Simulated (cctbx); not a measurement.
## Accept or mend?

Cell a = 7.9940 Å, b = 18.5860 Å, c = 3.6450 Å, α = 90.00°, β = 90.00°, γ = 90.00°; space group Pbam (no. 55).

Simulated single-crystal data (cctbx): synchrotron X-rays, λ = 0.6889 Å, to d = 0.7 Å, 70 % of the full sphere, strongest reflection 5000 counts, noise from counting, a 6 % proportional error and a noise floor of 4 counts (s.d.); no absorption.

An anisotropic refinement with weights 1/σ² prints:

```text
Rint 0.056, 944 unique reflections to 0.70 A
cycle     R1     wR2    GooF  max shift (A)
   1  0.1724  0.4061   7.860   0.00742
   2  0.1728  0.3964   7.672   0.00002
final R1 0.1727 wR2 0.3964 GooF 7.672  parameters 28  data/parameter 33.7
atom        x        y        z      Ueq    occ   su(xyz)  su(Uiso or U11)
Tb1    0.11936  0.41182  0.00000   0.0003  1.000  0.00037  0.0013  NPD
Tb2    0.24613  0.22170  0.00000   0.0016  1.000  0.00036  0.0014
Tb3    0.00000  0.00000  0.00000   0.0000  1.000  0.00000  0.0017  NPD
In1    0.06754  0.84799  0.50000   0.0000  1.000  0.00052  0.0018  NPD
In2    0.20545  0.56881  0.50000   0.0007  1.000  0.00052  0.0018  NPD
difference map: max 125.00 min -12.35 rms 3.99
Q1    0.0253  0.3041  0.5000    4  126.64  2.81 A from Tb1
Q2    0.1212  0.4121  0.0000    4   38.20  0.02 A from Tb1
Q3    0.2463  0.2248  0.0000    4   34.97  0.06 A from Tb2
Q4    0.0000  0.0000  0.0000    2   30.18  0.00 A from Tb3
Q5    0.2099  0.5719  0.5000    4   23.64  0.07 A from In2
Q6    0.0574  0.8569  0.5000    4   19.77  0.18 A from In1
```

Q: Accept it or mend it, and why?

Mend it. The fault: an atom left out, Mn at (0.0255, 0.3039, 1/2). Against the right model at the same level, R1 goes from 0.0203 to 0.1727 and GooF from 0.93 to 7.67, the top difference peak, 126.6 e/Å³, lies 2.81 Å from Tb1 and Tb1, Tb3, In1 and In2 go non-positive-definite. Q1 is the missing atom. With scattering power missing, scale and phases suffer, so peaks may also grow on the heavy atoms.

The compound is Tb5Mn2In4. The right model at the same level gives:

```text
Rint 0.056, 944 unique reflections to 0.70 A
cycle     R1     wR2    GooF  max shift (A)
   1  0.0224  0.0537   1.043   0.00087
   2  0.0203  0.0477   0.926   0.00000
final R1 0.0203 wR2 0.0477 GooF 0.926  parameters 34  data/parameter 27.8
atom        x        y        z      Ueq    occ   su(xyz)  su(Uiso or U11)
Tb1    0.11951  0.41176  0.00000   0.0029  1.000  0.00004  0.0001
Tb2    0.24620  0.22200  0.00000   0.0045  1.000  0.00004  0.0002
Tb3    0.00000  0.00000  0.00000   0.0031  1.000  0.00000  0.0002
In1    0.06762  0.84838  0.50000   0.0041  1.000  0.00006  0.0002
In2    0.20571  0.56898  0.50000   0.0039  1.000  0.00006  0.0002
Mn1    0.02565  0.30380  0.50000   0.0047  1.000  0.00015  0.0004
difference map: max 2.26 min -2.17 rms 0.48
Q1    0.2167  0.5560  0.0000    4    2.34  1.84 A from In2
Q2    0.2277  0.5989  0.5000    4    2.08  0.58 A from In2
Q3    0.0014  0.1137  0.3614    8    1.88  1.03 A from In1
Q4    0.1618  0.7432  0.5000    4    1.76  1.73 A from Mn1
Q5    0.1518  0.5080  0.5000    4    1.71  1.21 A from In2
Q6    0.1613  0.6925  0.0000    4    1.69  0.92 A from Tb2
```

Isotropic U is held between 0.0001 and 1 Å² by the program, and listed peak heights are interpolated, so they can pass the grid's maximum.

This is a model crystal, built by substitution and not relaxed, with assumed displacement parameters.

[Middle refinement cycles are left out of these outputs.]

[Logs are printed without paths, hosts, clocks, repeated set-up lines and the standing remarks that a program may print on its own settings, such as how far it seeks lower states.]
